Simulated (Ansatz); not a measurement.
# HfSiSn in the AlB2 type: lattice stability ahead of a resistivity run, part 2 of 3

Question: is the lattice of HfSiSn in the AlB2 type stable, and if so, what are its coupling constant and resistivity?

Ansatz 0.2.0; DFT PBE, scalar-relativistic, plane waves, PAW; PAW set soft_1.

So far. Step 3 (Relaxation): The largest force is now zero by symmetry and the largest stress component 0.0064 GPa. The relaxed cell has a = 4.901, c = 2.898 Å (conventional setting).

The structure was built from a prototype and need not be the compound's stable phase.

## (4) Tight relaxation

No force is left; the cell is relaxed once more with another smearing and tight thresholds.

The input, input.yaml:

```yaml
crystal:
  lattice:
    - [4.9006229095, 0.0, 0.0]
    - [-2.4503114547, 4.244063934, 0.0]
    - [0.0, 0.0, 2.8981835393]
  atoms:
    - { symbol: Hf, position: [0.0, 0.0, 0.0] }
    - { symbol: Si, position: [0.3333333333, 0.6666666667, 0.5] }
    - { symbol: Sn, position: [0.6666666667, 0.3333333333, 0.5] }
kpoints:
  mp_grid: { grid: [6, 6, 10] }
hamiltonian:
  xc: pbe
  pseudopotentials: { kind: paw, azcp: { folder: soft_1 } }
scf:
  occupations: { method: methfessel_paxton, width: 0.2 }
output:
  forces: true
  stress: true
  eigenvalues: true
relax:
  adjacent_minimum: "off"
  f_tol: 0.001
  max_steps: 60
  cell: { stress_tol: 0.01 }
```

The run is started by

```sh
$ ansatz run input.yaml --threads 4 --pin off --max-ram 12288MiB --backend cpu --events-out ev --progress --plain --runs-dir out
```

Numbers of over 12 decimals in the logs are rounded to 6 here.

The program printed:

```text
[the first part of the log is left out]
  E_vxc        = -383.421667  (∫ρ·V_xc dr)
  E_paw        = -12576.492477  (= ΣΔE_a)
  E_vpaw       = -380.759847  (= ΣTr[D̂ρ^β])
  E_aug_tail   = 0.000424  (compensation charges beyond the density's cutoff)
  E_ewald      = -5798.078185
  E_smearing   = 0.002564  (= −TS)
  E_closure    = -0.000000  (closes the sum)
  Σ components = -22382.013867   (vs F -22382.013867, Δ=0.00e0)
[...]
--- Stress (GPa, compression-positive) ---
       -0.000085       0.000000       0.000000
        0.000000      -0.000085      -0.000000
        0.000000      -0.000000       0.000157
  P = ⅓ Tr σ = -0.0000 GPa (-0.000 kbar)
--- Band table (eV; the first three rows and the last of 42) ---
[...]
--- Relaxed structure (5 steps of the walk, 5 accepted, 1 SCFs on fresh bases) ---
[...]
cell:  # Å, volume = 60.3146 Å³
    - [4.894477, -2.8831463818334772e-11, 0.0]
    - [-2.447239, 4.238742, 0.0]
    - [0.0, 0.0, 2.907230]
  atoms:
    - { symbol: Hf, position: [0, 0, 0.0] }
    - { symbol: Si, position: [0.333333, 0.666667, 0.5] }
    - { symbol: Sn, position: [0.666667, 0.333333, 0.5] }
```

It took 12 s on 4 threads of Arm Neoverse V1, shared host; peak memory 0.38 GiB; 44 s of CPU time.

Relaxation path:

```
step  energy less that of the first step (eV)  largest force component (eV/Å)  pressure (GPa)  volume (Å³)
   1                                   0.0000                          0.0000            0.10        60.28
   2                                  -0.0002                          0.0000           -0.15        60.40
   3                                  -0.0004                          0.0000            0.04        60.29
   4                                  -0.0004                          0.0000           -0.01        60.32
   5                                  -0.0004                          0.0000            0.00        60.31
   6                                  -0.0004                          0.0000            0.00        60.31
```

The log counts 1 steps on a newly chosen plane-wave basis, not all of them marked here; energy and pressure can jump at such steps.

```
conventional cell, symmetrised  before  after  change
                         a (Å)   4.901  4.894  -0.1 %
                         b (Å)   4.901  4.894  -0.1 %
                         c (Å)   2.898  2.907  +0.3 %
              volume (Å³/atom)   20.09  20.10  +0.1 %
```

Final coordinates:

```xyz
3
Lattice="4.8945 0.0000 0.0000 -2.4472 4.2387 0.0000 0.0000 0.0000 2.9072" Properties=species:S:1:pos:R:3 pbc="T T T"
Hf    0.0000    0.0000    0.0000
Si    0.0000    2.8258    1.4536
Sn    2.4472    1.4129    1.4536
```

This step gave:

* pressure: -4.46e-6 GPa
* volume per atom: 20.10 Å³/atom

The largest force is now zero by symmetry and the largest stress component 1.6e-4 GPa, small enough for phonons.

## (5) Phonons: q 2×2×2, k 4×4×6

Couplings are defined for a stable lattice alone, so phonons come first.

The input, input.yaml:

```yaml
crystal:
  lattice:
    - [4.8944771814, 0.0, 0.0]
    - [-2.4472385907, 4.2387415773, 0.0]
    - [0.0, 0.0, 2.9072296611]
  atoms:
    - { symbol: Hf, position: [0.0, 0.0, 0.0] }
    - { symbol: Si, position: [0.3333333333, 0.6666666667, 0.5] }
    - { symbol: Sn, position: [0.6666666667, 0.3333333333, 0.5] }
kpoints:
  mp_grid: { grid: [4, 4, 6] }
hamiltonian:
  xc: pbe
  pseudopotentials: { kind: paw, azcp: { folder: soft_1 } }
scf:
  occupations: { method: methfessel_paxton, width: 0.2 }
output:
  eigenvalues: true
phonons:
  method: dfpt
  qmesh: [2, 2, 2]
  temperatures: { t_max: 1000, t_step: 50 }
  qpath:
    path:
      - [[0.0, 0.0, 0.0], [0.5, 0.0, 0.0], [0.33333333, 0.33333333, 0.0], [0.0, 0.0, 0.0], [0.0, 0.0, 0.5], [0.5, 0.0, 0.5], [0.33333333, 0.33333333, 0.5], [0.0, 0.0, 0.5]]
      - [[0.5, 0.0, 0.5], [0.5, 0.0, 0.0]]
      - [[0.33333333, 0.33333333, 0.5], [0.33333333, 0.33333333, 0.0]]
    npoints: 10
```

The program printed:

```text
Warning: phonons: the dynamical matrix that this run interpolates holds no multipole term above the dipole-dipole one, and a site of this crystal is no centre of inversion, so its interpolated transverse optical and acoustic branches and sound speeds can stay off near Gamma, and the density of states and the thermodynamics with them. What a run solves at a wave vector of phonons.qpoints, Gamma apart, where the deck admits one, is free of this, and under fd what a larger phonons.supercell samples
[...]
Crystal: 3 atoms, lattice volume = 60.315 Å³
Basis set: ecut = 420 eV, 1191 PW (Γ), exchange–correlation on 72×72×40 points (8 copies of the dense FFT grid, shifted against one another)
Bands: 27, of which v1, the nominal top of the filled ones, is band 22 counted from 1 (21 counted from 0)
Symmetry: 12 space group operations
k-points: 16 of 96 (time reversal used)
[...]
SCF iter   1: F=—  HF=-22383.668786 eV  |F-HF|=—  |Δ(HF+E_count)|=         —  Δρ=6.00e-2  dr2=6.68e0  ethr=3.10e-3  ⟨swp⟩=5.6  Hψ=1743  notcnv=0
[...]
SCF iter  14: F=-22381.956723 eV  HF=-22381.956723 eV  |F-HF|=3.64e-12  |Δ(HF+E_count)|=    0.00e0  S|Δr|=    0.00e0  Δρ=2.30e-8  dr2=2.76e-13  ethr=1.00e-12  ⟨swp⟩=5.4  Hψ=1922  notcnv=0
SCF 1 converged in 14 iterations: F = -22381.956723 eV  dr2 = 2.76e-13
[...]
SCF iter   1: F=—  HF=-22381.956720 eV  |F-HF|=—  |Δ(HF+E_count)|=         —  Δρ=2.63e-7  dr2=3.85e-11  ethr=4.70e-8  ⟨swp⟩=4.2  Hψ=3232  notcnv=0
eigensolver tolerance schedule: the retry pair's looser diagonalisation over-reported the residual by 536392.65 of it (diagonalisation noise at an unbounded share of the residual, at the tolerance the schedule requests for it); recorded, not acted on — ethr = c·dr2/N_el stays at c = 1.0e-1
[...]
SCF iter   2: F=—  HF=-22381.956723 eV  |F-HF|=—  |Δ(HF+E_count)|=   3.11e-6  S|Δr|=    0.00e0  Δρ=2.25e-7  dr2=2.74e-11  ethr=1.00e-12  ⟨swp⟩=3.8  Hψ=1252  notcnv=0
[...]
SCF iter   4: F=-22381.956723 eV  HF=-22381.956723 eV  |F-HF|=7.28e-12  |Δ(HF+E_count)|=    0.00e0  S|Δr|=    0.00e0  Δρ=6.97e-8  dr2=2.32e-12  ethr=1.00e-12  ⟨swp⟩=3.1  Hψ=922  notcnv=0
SCF 2 converged in 4 iterations: F = -22381.956723 eV  dr2 = 2.32e-12
phonons: the bands overlap, so this run is a metal and interpolates without the dipole-dipole term. If the crystal is really an insulator or semiconductor, its LO-TO splitting is missing
NSCF: frozen V_eff on 16 k-points
[...]
DFPT response loops at q = (0, 0, 0) (fractional): preconditioner auto → Kerker (q_TF=auto, 2.589 Å⁻¹) (partly filled bands, converged f_vac=0.000); β = 1.00, the filter's whole step (`scf.mixing.beta` (0.50) is not read by the response loops under this deck's `scf.mixing.preconditioner`; to damp them name `kerker` or `kerker_dos`, under which they read `scf.mixing.beta`, and type it under 1.00, their step now; both keys bind the ground state too); Broyden in place of MSR1
[...]
SCF converged after 14 iterations
Stability not checked: this state was not tested for a lower state beside it, because cold or Methfessel-Paxton smearing, or corrected tetrahedra, fill the levels in a way that the test cannot read (fill_not_monotonic; see scf.lower_state_search)
Free energy (F): -22381.956723 eV
[...]
Internal energy: -22381.950383 eV  (E = F + TS)
E sigma→0 (E₀):  -22381.955138 eV
Entropy (-TS):   -0.006340 eV (-2.113 meV/atom)
Fermi energy:    14.581373 eV
[...]
--- Band table (eV; the first three rows and the last of 16) ---
  k-point 0: bands = [... 18 lower, 10.0526, 10.0526, 12.3849, 13.9885, 13.9885, 18.5777, 18.6449, 18.6449, ... 1 higher]
  k-point 1: bands = [... 18 lower, 10.5451, 10.5451, 13.3255, 13.6598, 13.6598, 15.8209, 18.5324, 18.5324, ... 1 higher]
  k-point 2: bands = [... 18 lower, 11.2077, 11.9520, 11.9520, 12.8869, 12.8869, 16.8405, 16.9215, 16.9215, ... 1 higher]
  k-point 15: bands = [... 18 lower, 9.8883, 11.0539, 11.6331, 14.0731, 14.6045, 16.2455, 16.3577, 17.4478, ... 1 higher]
--- Phonons (Γ-DFPT): 6 representative perturbations + reference (Σ response iterations 18) ---
  ASR residual: 2.083e-5 → 0.000e0 eV/Å²; symmetrization residual: 1.874e-6 eV/Å²
  ASR residual per site (eV/Å²): 2.08e-5 5.56e-6 1.85e-5
  Γ frequencies (cm⁻¹): 0.00 0.00 0.00 58.66 73.19 104.08 104.08 240.32 240.32
--- Phonons (arbitrary-q DFPT): 4 irreducible q on the 2×2×2 mesh ---
  q = [0.0000, 0.0000, 0.0000] (star 1, of the zone-centre solve; hermiticity 4.99e-7, symmetrization 1.35e-11): 0.00 0.00 0.00 58.66 73.19 104.08 104.08 240.32 240.32
  q = [0.0000, 0.0000, -0.5000] (star 1, 6 solved perturbations in 132 linear systems a pass and spin channel, the states on 28 of 96 k-point pairs; hermiticity 4.40e-7, symmetrization 1.96e-9): -173.13 97.30 97.30 97.87 97.87 164.67 176.71 237.70 237.70
  q = [0.0000, -0.5000, 0.0000] (star 3, 9 solved perturbations on 28 of 96 k-point pairs; hermiticity 4.86e-7, symmetrization 2.70e-13): 19.05 27.07 67.32 74.25 80.72 108.83 122.72 220.02 223.61
[...]
sum rule: each row above includes the acoustic sum rule's correction from the zone centre's row sums; it moved no ω² by more than (0.23 cm⁻¹)²
  mesh force constants: q→R imaginary residual 1.63e-17; ASR residual 2.083e-5 → 0.000e0 eV/Å²; symmetrization residual 7.994e-15 eV/Å²
  interpolated dispersion: 93 rows × 9 modes
  density of states and harmonic sums: on the 16×16×22 q-mesh, interpolated from the force constants of a 2×2×2 supercell (no non-analytic term)
  largest difference from the sums on the solved wave vectors: F 3.57e-3 eV, S 1.27e-5 and C_V 9.14e-6 eV/K
  zero-point energy: 0.063182 eV/cell   skipped modes (ω ≤ 0): 273, of them read as no rigid motion or as one in doubt: 270 (7.727e-1 modes/cell left out, lowest -190.11 cm⁻¹)   left out of the sums: 8.59e-2 of the cell's modes: C_V's classical limit lies that fraction below 3 k_B per atom; for a crystal, a wire or a layer, F and S can be off by more, and a phonons.interpolated_qmesh denser along its periods is the remedy for the sampling
```

The job ended after 43 s (4 threads; peak memory 0.48 GiB; 2.7 min of CPU time).

In the SCF lines HF is the Harris–Foulkes energy and dr2 the Hartree energy of the density residual, in eV; the loop may stop once dr2 is under the threshold and the program's other checks hold. Hψ counts applications of the Hamiltonian.

Numbers from this step:

```
share of imaginary modes in the plain interpolation between solved wavevectors : 0.0923
highest frequency, solved or plainly interpolated                              : 240.3 cm⁻¹
```

Solved on the 2×2×2 mesh alone; all other wavevectors are interpolated. The phonon branches at the labelled points (cm⁻¹):

```
    point  branch 1  branch 2  branch 3  branch 4  branch 5  branch 6  branch 7  branch 8  branch 9
        Γ         0         0         0        59        73       104       104       240       240
  halfway        14        21        60        66        72       106       113       230       232
        M        19        27        67        74        81       109       123       220       224
  halfway        29        42        65        74        80        95       134       211       230
        K        38        61        64        65        73        90       141       205       232
  halfway        19        27        65        66        72       101       120       225       233
        Γ         0         0         0        59        73       104       104       240       240
  halfway      -116        61        61       108       108       118       135       238       238
        A      -173        97        97        98        98       165       177       238       238
  halfway      -181        85        86        88        91       162       178       218       235
        L      -188        70        71        77        86       159       179       198       233
  halfway      -189        46        64        81       100       161       179       198       229
        H      -190        20        59        82       106       163       179       197       224
  halfway      -183        76        79        87        94       162       179       215       233
        A      -173        97        97        98        98       165       177       238       238
jump to L      -188        70        71        77        86       159       179       198       233
  halfway      -125        44        69       100       103       121       140       207       228
        M        19        27        67        74        81       109       123       220       224
jump to H      -190        20        59        82       106       163       179       197       224
  halfway      -126        44        67        72       121       128       139       201       227
        K        38        61        64        65        73        90       141       205       232
```

The phonon branches as a text plot (rows in cm⁻¹):

```
    231 |********************************************************
    213 |    ********              **       **      *****       *
    195 |                            *******     ***     *******
    178 |                      *******************       **
    160 |                     **********************     ***
    142 |       ****        ***                   ***      ** ***
    124 |   ****    **     **                       *****  ***
    106 |*******    **************      ****   **  ********  ***
     88 |     ******      *   ** *************** ***  ****    * *
     70 |*****************  **       ****  **    ******** *******
     52 |* *    ****  ******           * ***      ***    ** *****
     34 | *  ********* *  *             * *          **** **
     16 |*******    **** *               *              **     *
     -2 |*             **
    -20 |                 *
    -38 |
    -56 |                                             *       *
    -74 |
    -92 |                  *                         *       *
   -109 |                   *
   -127 |                    *                      *       *
   -145 |                     *                    *
   -163 |                      *                  *        *
   -181 |                       ******************       **
         Γ    M  K      Γ       A     L  H     A|L     M|H      K
```

Lowest modes at the softest wavevector of the mesh. The modes at q = (0.000, 0.500, 0.500) (shares of kinetic energy by element, %) (negative means imaginary):

```
mode  frequency (cm⁻¹)  Hf %  Si %  Sn %
   1            -188.3     2    98     0
   2              70.2     0    16    84
   3              71.3    90     2     8
   4              76.8   100     0     0
   5              85.7     2    10    88
   6             158.7    81    12     7
```

Displacements in mode 1 (-188.3 cm⁻¹), the largest set to 1, in the home cell:
```
Hf1  0.00 -0.06  0.00
Si2  0.00  0.00 -1.00
Sn3  0.00  0.00  0.00
```

Displacements in mode 2 (70.2 cm⁻¹), the largest set to 1, in the home cell:
```
Hf1  0.00  0.00  0.00
Si2 -0.90  0.00  0.00
Sn3 -1.00  0.00  0.00
```

Among the solved wavevectors the lowest mode, translations apart, is -188 cm⁻¹, imaginary.

(Continued in part 3 of 3.)

[Logs are printed without paths, hosts, clocks, repeated set-up lines and the standing remarks that a program may print on its own settings, such as how far it seeks lower states.]

[Hosts, paths, dates, database ids (printed as entryN), source tags and the programs' standing remarks are cut or masked in the printed files.]
